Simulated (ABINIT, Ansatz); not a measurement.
# CsAsF6 (R-3): one start, several treatments of the self-energy

How much does the gap of CsAsF6 (R-3) depend on the approximation to the self-energy?

Calculated with ABINIT 10.8.3; PBEsol and many-body steps on it, plane waves.

## 1. Starting point

The structure is trigonal, space group R-3 (No. 148). Conventional cell: a = 7.712 Å, b = 7.712 Å, c = 7.866 Å, α = 90.00°, β = 90.00°, γ = 120.00°. Cs has 12 F at 3.10 to 3.24 Å nearest. Nearest to As lie 6 F at 1.75 Å. F has 1 As at 1.75 Å and 2 Cs at 3.10 to 3.24 Å nearest. Farther neighbours and most contacts between anions are not listed.

The cell and positions are those that the Materials Project relaxed with its own functionals (PBE, PBE+U or r2SCAN), kept fixed. Spin-orbit coupling is left out unless a step names it.

## 2. Empty states on the mesh, 2×2×2 mesh, 484 bands

This step: ABINIT 10.8.3; DFT, PBEsol, plane waves, norm-conserving pseudopotentials.

The sums over transitions need many empty states on a uniform mesh; this step solves for them.

The input, run.abi:

```
acell 3*1.0 Angstrom
rprim 
  3.855859826403 2.226181708716 2.622049894613
  -3.855859826403 2.226181708716 2.622049894613
  -0.000000000000 -4.452363417478 2.622049894574
ntypat 3
znucl 55 33 9
natom 8
typat 1 2 3 3 3 3 3 3
xred 
  0.500000000000 0.500000000000 0.500000000000
  -0.000000000000 -0.000000000000 -0.000000000000
  0.189597360000 0.275478300000 0.922344570000
  0.275478300000 0.922344570000 0.189597360000
  0.077655430000 0.810402640000 0.724521700000
  0.724521700000 0.077655430000 0.810402640000
  0.810402640000 0.724521700000 0.077655430000
  0.922344570000 0.189597360000 0.275478300000
pp_dirpath "pseudos"
pseudos "Cs.upf, As.upf, F.upf"
ecut 44
ngkpt 2 2 2
nshiftk 1
shiftk 0 0 0
kptopt 1
chksymbreak 0
iscf -2
irdden 1
istwfk *1
nband 484
nbdbuf 44
tolwfr 1e-09
nstep 60
prtvol 0
indata_prefix "in"
outdata_prefix "out"
tmpdata_prefix "tmp"
```

Started as:

```bash
OMP_NUM_THREADS=1 mpirun -n 8 abinit run.abi > log
```

Numbers of over 12 decimals in the logs are rounded to 6 here.

What it wrote:

```text
.Version 10.8.3 of ABINIT. v10.8.2 released Aug 2026.

 Symmetries : space group R-3 (#148); Bravais hR (rhombohedral)
[... echo of the input left out ...]
== DATASET  1 ==================================================================
-   mpi_nproc: 8, omp_nthreads: 1 (-1 if OMP is not activated)
-    --> not optimal distribution: autoparal keyword recommended in input file <--

--- !DatasetInfo
iteration_state: {dtset: 1, }
dimensions: {natom: 8, nkpt: 4, mband: 484, nsppol: 1, nspinor: 1, nspden: 1, mpw: 12752, }
cutoff_energies: {ecut:  44.0, pawecutdg:  -1.0, }
[...]
4.43643    4.47199    4.47200    4.47753    4.49666    4.49673    4.50365    4.50791
   4.50829    4.51388    4.51399    4.51676    4.51895    4.53880    4.54090    4.54518
   4.55395    4.56971    4.57833    4.58196
 prteigrs : prtvol=0 or 1, do not print more k-points.

== END DATASET(S) ==============================================================
================================================================================

 -outvars: echo values of variables after computation  --------
            nband         484
             nkpt           4
          spgroup         148
 [... the other variables as echoed above ...]

 Calculation completed.
```

The job ended after 6.9 min (8 MPI ranks of Arm Neoverse V2, shared host; peak memory 1.3 GiB).

Numbers from this step:

```yaml
gap: 5.678 eV
k_of_the_valence_top: 0, 0, 0
k_of_the_conduction_bottom: 0, 0, 0
least_direct_gap: 5.678 eV
k_points_computed: 4
lowest_point_of_the_top_converged_band_above_the_valence_top: 117.1227 eV
```

On this mesh the gap is 5.678 eV.

The density comes from a self-consistent run that is not shown.

## 3. Screening, 2×2×2 mesh, 201 bands, screening to 141.5 eV

The RPA dielectric matrix is built and inverted for each q.

This step: RPA screening on PBEsol, plane waves, norm-conserving pseudopotentials.

Changes to run.abi since step 2:

```diff
@@ -26,10 +26,11 @@
 chksymbreak 0
-iscf -2
-irdden 1
 istwfk *1
-nband 484
-nbdbuf 44
-tolwfr 1e-09
-nstep 60
-prtvol 0
+occopt 1
+irdwfk 1
+optdriver 3
+nband 201
+ecuteps 5.2
+inclvkb 2
+awtr 1
+symchi 1
 indata_prefix "in"
```

What it wrote:

```text
.Version 10.8.3 of ABINIT. v10.8.2 released Aug 2026.

 Symmetries : space group R-3 (#148); Bravais hR (rhombohedral)
[... echo of the input left out ...]
== DATASET  1 ==================================================================
-   mpi_nproc: 8, omp_nthreads: 1 (-1 if OMP is not activated)

--- !DatasetInfo
iteration_state: {dtset: 1, }
dimensions: {natom: 8, nkpt: 4, mband: 201, nsppol: 1, nspinor: 1, nspden: 1, mpw: 12752, }
cutoff_energies: {ecut:  44.0, pawecutdg:  -1.0, }
electrons: {nelect:   7.40000000E+01, charge:   0.00000000E+00, occopt:   1.00000000E+00, tsmear:   1.00000000E-02, }

 SCREENING: Calculation of the susceptibility and dielectric matrices

 Based on a program developped by R.W. Godby, V. Olevano, G. Onida, and L. Reining.
 Incorporated in ABINIT by V. Olevano, G.-M. Rignanese, and M. Torrent.
.Using double precision arithmetic ; gwpc =  8

[... cell and pseudopotentials left out ...]
--------------------------------------------------------------------------------

 ==== K-mesh for the wavefunctions ====
 Number of points in the irreducible wedge :     4
[... list of points left out ...]
 Together with  6 symmetry operations and time-reversal symmetry
 yields     8 points in the full Brillouin Zone.

 ==== Q-mesh for the screening function ====
 Number of points in the irreducible wedge :     4
[... list of points left out ...]
 Together with  6 symmetry operations and time-reversal symmetry
 yields     8 points in the full Brillouin Zone.

 setmesh: FFT mesh size selected  =    40x   40x   40
          total number of points  =        64000

 vcoul_init : cutoff-mode = AUXILIARY_FUNCTION
 q-points for optical limit:   1
     1)      0.000010    0.000020    0.000030

- screening: taking advantage of time-reversal symmetry
- Maximum band index for partially occupied states nbvw = 37
- Remaining bands to be divided among processors   nbcw = 164
- Number of bands treated by each node ~20

 Number of electrons calculated from density =   74.0000; Expected =   74.0000
 average of density, n =  0.081201
 r_s =    1.4326
 omega_plasma =   27.4876 [eV]

 calculating chi0 at frequencies [eV] :
  1    0.000000E+00    0.000000E+00
  2    0.000000E+00    2.748756E+01

--------------------------------------------------------------------------------
  q-point number  1        q = ( 0.000000, 0.000000, 0.000000) [r.l.u.]
--------------------------------------------------------------------------------
[... chi0 elements left out ...]
 For q-point:  0.000010 0.000020 0.000030
  dielectric constant =   2.0199
  dielectric constant without local fields =   2.2944

  Average fulfillment of the sum rule on Im[epsilon] for q-point    1 :     46.47  [%]
[... wings left out ...]
  q-point number  2        q = ( 0.500000, 0.000000, 0.000000) [r.l.u.]
--------------------------------------------------------------------------------
[... chi0 elements left out ...]
  Average fulfillment of the sum rule on Im[epsilon] for q-point    2 :     50.87  [%]

 [... 2 further q-points ...]
```

Wall time 73 s (8 MPI ranks); peak memory 4.3 GiB; 9.7 min of CPU time.

This step gave:

```
ε∞ with local fields, on this mesh, along the program's q direction : 2.020
the same without local fields                                       : 2.294
plasma frequency                                                    : 27.49 eV
plane waves in the screening matrix                                 : 497
```

Local fields lower ε∞ by 12 %. On a Γ-centred mesh this coarse the value itself is usually too large, while a short band sum pulls it down.

## 4. G0W0, Godby-Needs plasmon pole

The self-energy is evaluated for the states that the input lists, and the levels follow from it, in one-shot runs by the linearised quasiparticle equation.

This step: G0W0 on PBEsol, plane waves, norm-conserving pseudopotentials.

Changes to run.abi since step 3:

```diff
@@ -29,8 +29,15 @@
 irdwfk 1
-optdriver 3
+optdriver 4
 nband 201
+gwcalctyp 0
+ecutsigx 44
+symsigma 1
+nkptgw 1
+kptgw 
+  0.0000000000 0.0000000000 0.0000000000
+bdgw 
+  35 39
 ecuteps 5.2
-inclvkb 2
-awtr 1
-symchi 1
+irdscr 1
+ppmodel 1
 indata_prefix "in"
```

What it wrote:

```text
.Version 10.8.3 of ABINIT. v10.8.2 released Aug 2026.

 Symmetries : space group R-3 (#148); Bravais hR (rhombohedral)
[... echo of the input left out ...]
== DATASET  1 ==================================================================
-   mpi_nproc: 8, omp_nthreads: 1 (-1 if OMP is not activated)

--- !DatasetInfo
iteration_state: {dtset: 1, }
dimensions: {natom: 8, nkpt: 4, mband: 201, nsppol: 1, nspinor: 1, nspden: 1, mpw: 12752, }
cutoff_energies: {ecut:  44.0, pawecutdg:  -1.0, }
electrons: {nelect:   7.40000000E+01, charge:   0.00000000E+00, occopt:   1.00000000E+00, tsmear:   1.00000000E-02, }

 SIGMA: Calculation of the GW corrections

 Based on a program developped by R.W. Godby, V. Olevano, G. Onida, and L. Reining.
 Incorporated in ABINIT by V. Olevano, G.-M. Rignanese, and M. Torrent.
.Using double precision arithmetic ; gwpc =  8

[... cell and pseudopotentials left out ...]
--------------------------------------------------------------------------------

 ==== K-mesh for the wavefunctions ====
 Number of points in the irreducible wedge :     4
[... list of points left out ...]
 Together with  6 symmetry operations and time-reversal symmetry
 yields     8 points in the full Brillouin Zone.

 ==== Q-mesh for screening function ====
 Number of points in the irreducible wedge :     4
[... list of points left out ...]
 Together with  6 symmetry operations and time-reversal symmetry
 yields     8 points in the full Brillouin Zone.

 vcoul_init : cutoff-mode = AUXILIARY_FUNCTION
 q-points for optical limit:   1
     1)      0.000010    0.000020    0.000030
 setmesh: FFT mesh size selected  =    60x   60x   60
          total number of points  =       216000

 Number of electrons calculated from density =   74.0000; Expected =   74.0000
 average of density, n =  0.081201
 r_s =    1.4326
 omega_plasma =   27.4876 [eV]

 === KS Band Gaps ===
  >>>> For spin  1
   Minimum direct gap =   5.6780 [eV], located at k-point      :   0.0000  0.0000  0.0000
   Fundamental gap    =   5.6780 [eV], Top of valence bands at :   0.0000  0.0000  0.0000
                                       Bottom of conduction at :   0.0000  0.0000  0.0000
 SIGMA fundamental parameters:
 PLASMON POLE MODEL  1
 number of plane-waves for SigmaX                12717
 number of plane-waves for SigmaC and W            497
 number of plane-waves for wavefunctions         12717
 number of bands                                   201
 number of independent spin polarizations            1
 number of spinorial components                      1
 number of k-points in IBZ                           4
 number of q-points in IBZ                           4
 number of symmetry operations                       6
 number of k-points in BZ                            8
 number of q-points in BZ                            8
 number of frequencies for dSigma/dE                 9
 frequency step for dSigma/dE [eV]                0.25
 number of omega for Sigma on real axis              0
 max omega for Sigma on real axis  [eV]           0.00
 zcut for avoiding poles [eV]                     0.10

 EPSILON^-1 parameters (SCR file):
 dimension of the eps^-1 matrix on file            497
 dimension of the eps^-1 matrix used               497
 number of plane-waves for wavefunctions         12717
 number of bands                                   201
 number of q-points in IBZ                           4
 number of frequencies                               2
 number of real frequencies                          1
 number of imag frequencies                          1

 matrix elements of self-energy operator (all in [eV])

 Perturbative Calculation

--- !SelfEnergy_ee
iteration_state: {dtset: 1, }
kpoint     : [   0.000,    0.000,    0.000, ]
spin       : 1
KS_gap     :    5.678
QP_gap     :   10.351
Delta_QP_KS:    4.673
data: !SigmaeeData |
     Band     E0 <VxcDFT>   SigX SigC(E0)      Z dSigC/dE  Sig(E)    E-E0       E
       35  -1.889 -22.522 -30.392   5.242   0.814  -0.228 -24.661  -2.139  -4.028
       36  -1.889 -22.522 -30.392   5.242   0.814  -0.228 -24.661  -2.139  -4.028
       37  -1.636 -22.969 -30.875   5.312   0.814  -0.229 -25.080  -2.111  -3.746
       38   4.042 -18.327 -13.375  -1.988   0.864  -0.157 -15.765   2.562   6.604
       39   8.175 -11.625  -6.779  -2.628   0.885  -0.129  -9.661   1.964  10.139

== END DATASET(S) ==============================================================
================================================================================

 -outvars: echo values of variables after computation  --------
           etotal      0.0000000000E+00
            nband         201
             nkpt           4
          spgroup         148
 [... the other variables as echoed above ...]

 Calculation completed.
```

Elapsed: 9.1 s, on 8 MPI ranks; peak memory 1.8 GiB; 71 s of CPU time.

This step gave:

* G0W0 gap on the points computed: 10.35 eV
* starting gap on the mesh: 5.678 eV
* k of the valence top: 0, 0, 0
* k of the conduction bottom: 0, 0, 0
* Z at the valence top: 0.814
* Z at the conduction bottom: 0.864
* least direct G0W0 gap on the computed points: 10.35 eV

The gap on the mesh goes from 5.68 eV to 10.35 eV, a correction of +4.67 eV.

## 5. G0W0, von der Linden-Horsch plasmon pole

Changes to run.abi since step 4:

```diff
@@ -41,3 +41,3 @@
 irdscr 1
-ppmodel 1
+ppmodel 3
 indata_prefix "in"
```

What it wrote:

```text
.Version 10.8.3 of ABINIT. v10.8.2 released Aug 2026.

 Symmetries : space group R-3 (#148); Bravais hR (rhombohedral)
[... echo of the input left out ...]
== DATASET  1 ==================================================================
-   mpi_nproc: 8, omp_nthreads: 1 (-1 if OMP is not activated)

--- !DatasetInfo
iteration_state: {dtset: 1, }
dimensions: {natom: 8, nkpt: 4, mband: 201, nsppol: 1, nspinor: 1, nspden: 1, mpw: 12752, }
cutoff_energies: {ecut:  44.0, pawecutdg:  -1.0, }
electrons: {nelect:   7.40000000E+01, charge:   0.00000000E+00, occopt:   1.00000000E+00, tsmear:   1.00000000E-02, }

 SIGMA: Calculation of the GW corrections

 Based on a program developped by R.W. Godby, V. Olevano, G. Onida, and L. Reining.
 Incorporated in ABINIT by V. Olevano, G.-M. Rignanese, and M. Torrent.
.Using double precision arithmetic ; gwpc =  8

[... cell and pseudopotentials left out ...]
--------------------------------------------------------------------------------

 ==== K-mesh for the wavefunctions ====
 Number of points in the irreducible wedge :     4
[... list of points left out ...]
 Together with  6 symmetry operations and time-reversal symmetry
 yields     8 points in the full Brillouin Zone.

 ==== Q-mesh for screening function ====
 Number of points in the irreducible wedge :     4
[... list of points left out ...]
 Together with  6 symmetry operations and time-reversal symmetry
 yields     8 points in the full Brillouin Zone.

 vcoul_init : cutoff-mode = AUXILIARY_FUNCTION
 q-points for optical limit:   1
     1)      0.000010    0.000020    0.000030
 setmesh: FFT mesh size selected  =    60x   60x   60
          total number of points  =       216000

 Number of electrons calculated from density =   74.0000; Expected =   74.0000
[...]
number of q-points in IBZ                           4
 number of symmetry operations                       6
 number of k-points in BZ                            8
 number of q-points in BZ                            8
 number of frequencies for dSigma/dE                 9
 frequency step for dSigma/dE [eV]                0.25
 number of omega for Sigma on real axis              0
 max omega for Sigma on real axis  [eV]           0.00
 zcut for avoiding poles [eV]                     0.10

 EPSILON^-1 parameters (SCR file):
 dimension of the eps^-1 matrix on file            497
 dimension of the eps^-1 matrix used               497
 number of plane-waves for wavefunctions         12717
 number of bands                                   201
 number of q-points in IBZ                           4
 number of frequencies                               2
 number of real frequencies                          1
 number of imag frequencies                          1

 matrix elements of self-energy operator (all in [eV])

 Perturbative Calculation

--- !SelfEnergy_ee
iteration_state: {dtset: 1, }
kpoint     : [   0.000,    0.000,    0.000, ]
spin       : 1
KS_gap     :    5.678
QP_gap     :   10.752
Delta_QP_KS:    5.074
data: !SigmaeeData |
     Band     E0 <VxcDFT>   SigX SigC(E0)      Z dSigC/dE  Sig(E)    E-E0       E
       35  -1.889 -22.522 -30.392   5.109   0.894  -0.118 -24.991  -2.468  -4.357
       36  -1.889 -22.522 -30.392   5.109   0.894  -0.118 -24.991  -2.468  -4.357
       37  -1.636 -22.969 -30.875   5.198   0.894  -0.119 -25.389  -2.419  -4.055
       38   4.042 -18.327 -13.375  -2.063   0.919  -0.088 -15.672   2.654   6.697
       39   8.175 -11.625  -6.779  -2.765   0.935  -0.070  -9.680   1.945  10.120

== END DATASET(S) ==============================================================
================================================================================

 -outvars: echo values of variables after computation  --------
           etotal      0.0000000000E+00
            nband         201
             nkpt           4
          spgroup         148
 [... the other variables as echoed above ...]

 Calculation completed.
```

It took 7.9 s on 8 MPI ranks; peak memory 2 GiB.

Numbers from this step:

```yaml
g0w0_gap_on_the_points_computed: 10.75 eV
starting_gap_on_the_mesh: 5.678 eV
k_of_the_valence_top: 0, 0, 0
k_of_the_conduction_bottom: 0, 0, 0
z_at_the_valence_top: 0.894
z_at_the_conduction_bottom: 0.919
least_direct_g0w0_gap_on_the_computed_points: 10.75 eV
```

Against G0W0 in ABINIT (2×2×2 mesh, 201 bands, screening to 141.5 eV, Godby-Needs plasmon pole), the gap moves by +0.402 eV.

## 6. G0W0, Engel-Farid plasmon pole

Changes to run.abi since step 5:

```diff
@@ -41,3 +41,3 @@
 irdscr 1
-ppmodel 3
+ppmodel 4
 indata_prefix "in"
```

What it wrote:

```text
.Version 10.8.3 of ABINIT. v10.8.2 released Aug 2026.

 Symmetries : space group R-3 (#148); Bravais hR (rhombohedral)
[... echo of the input left out ...]
== DATASET  1 ==================================================================
-   mpi_nproc: 8, omp_nthreads: 1 (-1 if OMP is not activated)

--- !DatasetInfo
iteration_state: {dtset: 1, }
dimensions: {natom: 8, nkpt: 4, mband: 201, nsppol: 1, nspinor: 1, nspden: 1, mpw: 12752, }
cutoff_energies: {ecut:  44.0, pawecutdg:  -1.0, }
[...]
37  -1.636 -22.969 -30.875   5.272   0.832  -0.201 -25.162  -2.193  -3.828
       38   4.042 -18.327 -13.375  -2.041   0.878  -0.139 -15.770   2.557   6.599
       39   8.175 -11.625  -6.779  -2.665   0.893  -0.120  -9.677   1.948  10.123

== END DATASET(S) ==============================================================
================================================================================

 -outvars: echo values of variables after computation  --------
           etotal      0.0000000000E+00
            nband         201
             nkpt           4
          spgroup         148
 [... the other variables as echoed above ...]

 Calculation completed.
```

Run time: 8 s. Hardware: 8 MPI ranks; peak memory 2 GiB.

Numbers from this step:

```yaml
g0w0_gap_on_the_points_computed: 10.43 eV
starting_gap_on_the_mesh: 5.678 eV
k_of_the_valence_top: 0, 0, 0
k_of_the_conduction_bottom: 0, 0, 0
least_direct_g0w0_gap_on_the_computed_points: 10.43 eV
```

Against G0W0 in ABINIT (2×2×2 mesh, 201 bands, screening to 141.5 eV, Godby-Needs plasmon pole), the gap moves by +0.077 eV.

(Continued in part 2 of 2.)

[Paths, hosts, dates, memory and timing lines, banners, echoed tables and standing remarks are left out of the program output.]

[Logs are printed without paths, hosts, clocks, repeated set-up lines and the standing remarks that a program may print on its own settings, such as how far it seeks lower states.]

[Runs of the session that timed out or met a known fault of the program may be left out.]

[No measured gap is set beside runs whose start may be inverted or whose files or cutoffs have a known fault.]

[Hosts, paths, dates, database ids (printed as entryN), source tags and the programs' standing remarks are cut or masked in the printed files.]

[G0W0 gaps are taken among the corrected bands and points alone; a level outside them can change the order at an edge.]

[Where Ansatz stands beside ABINIT at settings called matched, ABINIT's density can come from a denser mesh and the files from another edition; pairs whose starting gaps differed by over 0.03 eV were left out, so agreement reads better than it is.]
